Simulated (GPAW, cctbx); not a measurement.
# How far are the atoms of ZnAg2F4 from free atoms?

Question: by how much does bonding change the X-ray structure factors of ZnAg2F4, and what does a routine refinement make of it?

The start was made by putting kin elements into a known structure type; the compound need not exist, or be stable, in this form. All numbers below are calculated.

## 1. Relax the structure

The density hangs on the geometry, so cell and atoms are relaxed first, with the symmetry held. The cutoff is set higher than for the density because stress converges slowly with plane waves.

Settings: GPAW 26.7.0, PBE, 900 eV, 4×4×4 k-points, Fermi–Dirac width 0.05 eV, BFGS to 0.03 eV/Å.

```text
cell
1.0
     0.000000000   -3.938000000    0.000000000
     3.938000000    0.000000000    0.000000000
    -1.969000000    1.969000000    6.021500000
Ag Zn F
2 1 4
Direct
0.645900000 0.645900000 0.291800000
0.354100000 0.354100000 0.708200000
0.000000000 0.000000000 0.000000000
0.500000000 0.000000000 0.000000000
0.000000000 0.500000000 0.000000000
0.839200000 0.839200000 0.678400000
0.160800000 0.160800000 0.321600000
```

```console
$ OMP_NUM_THREADS=1 mpirun -n 4 gpaw python run.py > gpaw.log
```

```text
BFGS:    0      -24.323246        1.048544
BFGS:    1      -24.372179        0.817576
BFGS:    2      -24.502927        0.341063
BFGS:    3      -24.516226        0.290948
...
BFGS:    9      -24.601529        0.061027
BFGS:   10      -24.601260        0.040962
BFGS:   11      -24.601441        0.026840
cell  4.0379 4.0379 6.7929  107.29 107.29 90.00
volume 100.495 A^3, largest force 0.026 eV/A, largest stress 0.30 GPa
```

After 11 steps the volume has changed by +7.6 % and the energy by -0.278 eV; the largest stress left is 0.30 GPa. It took 10 min on 4 cores of Arm Neoverse V1 (shared host), peak memory 1.8 GiB.

Relaxed structure: I4/mmm (no. 139), a = 4.0379 Å, b = 4.0379 Å, c = 12.3275 Å, α = 90.00°, β = 90.00°, γ = 90.00°.

```csv
atom,mult.,x,y,z
Ag1,4,1/2,1/2,0.1484
Zn1,2,0,0,0
F1,4,0,1/2,0
F2,4,1/2,1/2,0.3346
```

## 2. Density and charge transfer

X-rays see the whole electron density, so the PAW density is rebuilt with its core regions. Subtracting spherical free atoms from the same code cancels the cores and leaves the deformation density Δρ, the part due to bonding.

Settings: PBE, 550 eV, 5×5×5 k-points, Fermi–Dirac width 0.05 eV; primitive cell of 7 atoms.

```console
$ OMP_NUM_THREADS=1 mpirun -n 4 gpaw python run.py > gpaw.log
```

```text
|iter:   1|       0s |  -27.202786 | -0.28 |       |
|iter:   2|       3s |  -26.404312 | -1.38 | -1.21 |
|iter:   3|       6s |  -24.270578 | -0.33 | -1.26 |
...
|iter:   8|      22s |  -24.232271c| -5.00 | -3.42 |
|iter:   9|      25s |  -24.232274c| -6.59 | -4.23c|
|iter:  10|      28s |  -24.232274c| -7.88c| -5.01c|
```

```text
gpts.py:43: UserWarning: Initial realspace grid (24,24,40) inconsistent with symmetries.
gpts.py:43: UserWarning: Initial realspace grid (24,24,40) inconsistent with symmetries.
gpts.py:43: UserWarning: Initial realspace grid (24,24,40) inconsistent with symmetries.
gpts.py:43: UserWarning: Initial realspace grid (24,24,40) inconsistent with symmetries.
gpts.py:70: UserWarning: Using symmetrized grid: (40,40,40).
gpts.py:70: UserWarning: Using symmetrized grid: (40,40,40).
gpts.py:70: UserWarning: Using symmetrized grid: (40,40,40).
gpts.py:70: UserWarning: Using symmetrized grid: (40,40,40).
grid (80, 80, 80)  electrons 160.000  moved by bonding 1.479 e
deformation density beyond 0.5 A of the nuclei: max 0.171, min -0.100 e/A^3
atom        x       y       z   Voronoi charge  moment
Ag1    0.6484  0.6484  0.2969      0.288       0.00
Ag2    0.3516  0.3516  0.7031      0.288       0.00
Zn3    0.0000  0.0000  0.0000      0.388       0.00
F 4    0.5000  0.0000  0.0000     -0.214       0.00
F 5    0.0000  0.5000  0.0000     -0.214       0.00
F 6    0.8346  0.8346  0.6692     -0.268       0.00
F 7    0.1654  0.1654  0.3308     -0.268       0.00
mean inner potential of superposed free atoms 14.518 V
total magnetic moment 0.000 muB
```

Deformation density in a plane through the shortest contact of the Zn atom at the origin, in 0.01 e/Å³ (clipped at ±99); x from -1.6 to 3.6 Å, y from 2.4 down to -2.4 Å:

```text
 -1   0   3  10   .   .  12   3   0  -1  -1  -1  -1   0   4  12
 -1   0   4  13   .   .   9   5   0  -1  -1  -1  -1   1   6   7
 -1  -1   2   9   2   .  11   3   0  -1  -1  -1  -1   0   4  12
  0  -1  -1   1   5   5   2  -1  -1  -1   0   0  -1  -1  -1   3
  3   0  -4  -7  -8  -8  -8  -5  -1   3   5   5   2  -2  -6  -8
 12   4  -6  -8   6   .  -6  -7   2  12   .   5  10   1  -8  -4
 -5   8  -5   0   .   .   7  -7   5   4   .   .  12   3  -8  18
 12   4  -6  -8   6   .  -6  -7   2  12   .   5  10   1  -8  -4
  3   0  -4  -7  -8  -8  -8  -5  -1   3   5   5   2  -2  -6  -8
  0  -1  -1   1   5   5   2  -1  -1  -1   0   0  -1  -1  -1   3
 -1  -1   2   9   2   .  11   3   0  -1  -1  -1  -1   0   4  12
 -1   0   4  13   .   .   9   5   0  -1  -1  -1  -1   1   6   7
 -1   0   3  10   .   .  12   3   0  -1  -1  -1  -1   0   4  12
```

Atoms in or within 0.15 Å of the plane: Zn (0.0, 0.0), F (2.0, 0.0), F (0.0, 2.0), F (0.0, -2.0) Å. Dots mark points within about 0.45 Å of a nucleus; large values next to them are atomic features.

F gains most (-0.24 e) and Zn loses most (+0.39 e), in averages over each element's sites, as electronegativity suggests. Such charges fall far short of formal ones, since overlapping free atoms already put density on their neighbours. Along the shortest contact from the Zn atom at the map's origin, Zn–F at 2.02 Å, Δρ is -0.01 e/Å³ at the midpoint and highest, +0.13, 1.39 Å from Zn (points within 0.5 Å of a nucleus left out): little sits at the middle, as in a polar contact, whose build-up shifts to the more electronegative atom. At the midpoints of other shortest contacts it is -0.02 (Ag–F, 2.29 Å), -0.03 (F–F, 2.85 Å) and -0.02 (Ag–Zn, 3.39 Å) e/Å³. Point values carry grid noise of about 0.01 e/Å³. The run needed 10 iterations, 46 s.

## 3. Structure factors

The Fourier components of Δρ, added to those of the free atoms, give the static X-ray structure factors; the Mott–Bethe relation turns them into the Fourier components V of the potential that fast electrons feel.

```text
static structure factors of the conventional cell: F in electrons, V (Mott-Bethe) in volts
   h  k  l      d  |F| table  |F| free   |F| DFT   change   |V| free  |V| DFT  change %
   0  0  2  6.1638    22.520    22.512    22.518    0.006     1.223    1.218     -0.4
   1  0  1  3.8373    31.148    31.132    30.806   -0.326     0.876    0.985     12.5
   0  0  4  3.0819    69.232    69.164    69.069   -0.095     2.195    2.216      0.9
   1  0  3  2.8801   171.536   171.399   170.215   -1.184     5.604    5.828      4.0
   1  1  0  2.8552   209.003   208.658   208.434   -0.225     7.314    7.356      0.6
   1  1  2  2.5908    36.332    36.103    37.463    1.360     1.833    1.624    -11.4
   1  0  5  2.1043    64.159    63.831    64.161    0.330     2.233    2.200     -1.5
   1  1  4  2.0945   110.347   110.126   111.149    1.023     4.119    4.017     -2.5
   0  0  6  2.0546   203.122   202.362   203.881    1.519     7.213    7.067     -2.0
   2  0  0  2.0189   233.559   232.750   234.024    1.274     8.110    7.992     -1.5
   2  0  2  1.9186    15.731    15.451    15.866    0.415     0.711    0.676     -4.9
   2  1  1  1.7867    26.088    26.325    26.129   -0.196     0.540    0.554      2.6
   2  0  4  1.6888    57.108    57.319    57.212   -0.107     1.430    1.437      0.5
   1  1  6  1.6677   141.718   141.340   141.710    0.370     4.056    4.033     -0.6
```

The largest X-ray change is +1.52 e on 006, 0.8 % of |F|. For electrons V goes as (Z − F)/g², so a change of F counts against Z − F, which is small at low angle and wherever the atoms' terms cancel: |V| of 101 moves by +12.5 % (0.88 to 0.98 V) against -1.0 % in |F|. The tabulated Hartree–Fock atoms differ from the free DFT atoms by up to 0.81 e, so the choice of reference atom matters too.

## 4. Refining ordinary atoms against data with bonding

Routine crystallography fits spherical atoms. To see the bias, intensities are simulated from tabulated atoms plus the DFT change ΔF, so that bonding alone can misfit (4610 reflections of the full sphere, merged to the counts below, to 0.45 Å, 1.5 % proportional noise plus counting noise, assumed isotropic U as listed, Δρ smeared by the mean U) and refined with cctbx over different ranges.

| range | data | R1 | GooF | U Ag1 (true 0.0068) | U Zn1 (true 0.008) | U F1 (true 0.0115) | U F2 (true 0.0115) | largest shift (Å) | Δρ max, min (e/Å³) |
| --- | --- | --- | --- | --- | --- | --- | --- | --- | --- |
| all data | 386 | 0.0043 | 1.02 | 0.0068 | 0.0080 | 0.0114 | 0.0115 | 0.0001 | 0.27, -0.32 |
| low resolution, d > 0.84 | 74 | 0.0039 | 1.27 | 0.0070 | 0.0081 | 0.0121 | 0.0117 | 0.0004 | 0.13, -0.15 |
| high order, d < 0.75 | 289 | 0.0042 | 0.90 | 0.0068 | 0.0080 | 0.0113 | 0.0115 | 0.0001 | 0.26, -0.20 |
| occupancies free, d > 0.7 | 117 | 0.0036 | 1.06 | 0.0069 | 0.0081 | 0.0126 | 0.0129 | 0.0000 | 0.14, -0.16 |

With all data GooF is 1.02, so at this noise the bonding hardly shows; the top residual peak, near noise level, lies 0.51 Å from Zn and 1.53 Å from F. No U is off by more than 3 s.u. at low resolution. With Ag1 held at 1 and the scale free, the other occupancies refine to Zn1 1.002(0.002), F1 1.017(0.005) and F2 1.027(0.006), on sites that are all full: they absorb part of the misfit, and only ratios to the fixed site mean anything.

## 5. Answer

Bonding moves 1.48 e in the primitive cell of ZnAg2F4 and changes the structure factors of the conventional cell in the table above by at most 1.52 e (006, 0.8 %), and among reflections above 2 % of the strongest by up to 3.8 % (112). The shortest bond, Zn–F, has Δρ = -0.01 e/Å³ at its midpoint, low for a shared bond; with the charge transfer this is a polar contact. With all data GooF is 1.02, so at this noise the bonding hardly shows. Limits: static density, frozen cores, no spin–orbit coupling.

[Outputs are excerpts: Python notices, other lines and further rows are left out; steps that failed or that the build refused (PBEsol, TPSS) are not shown.]

[Logs are printed without paths, hosts, clocks, repeated set-up lines and the standing remarks that a program may print on its own settings, such as how far it seeks lower states.]
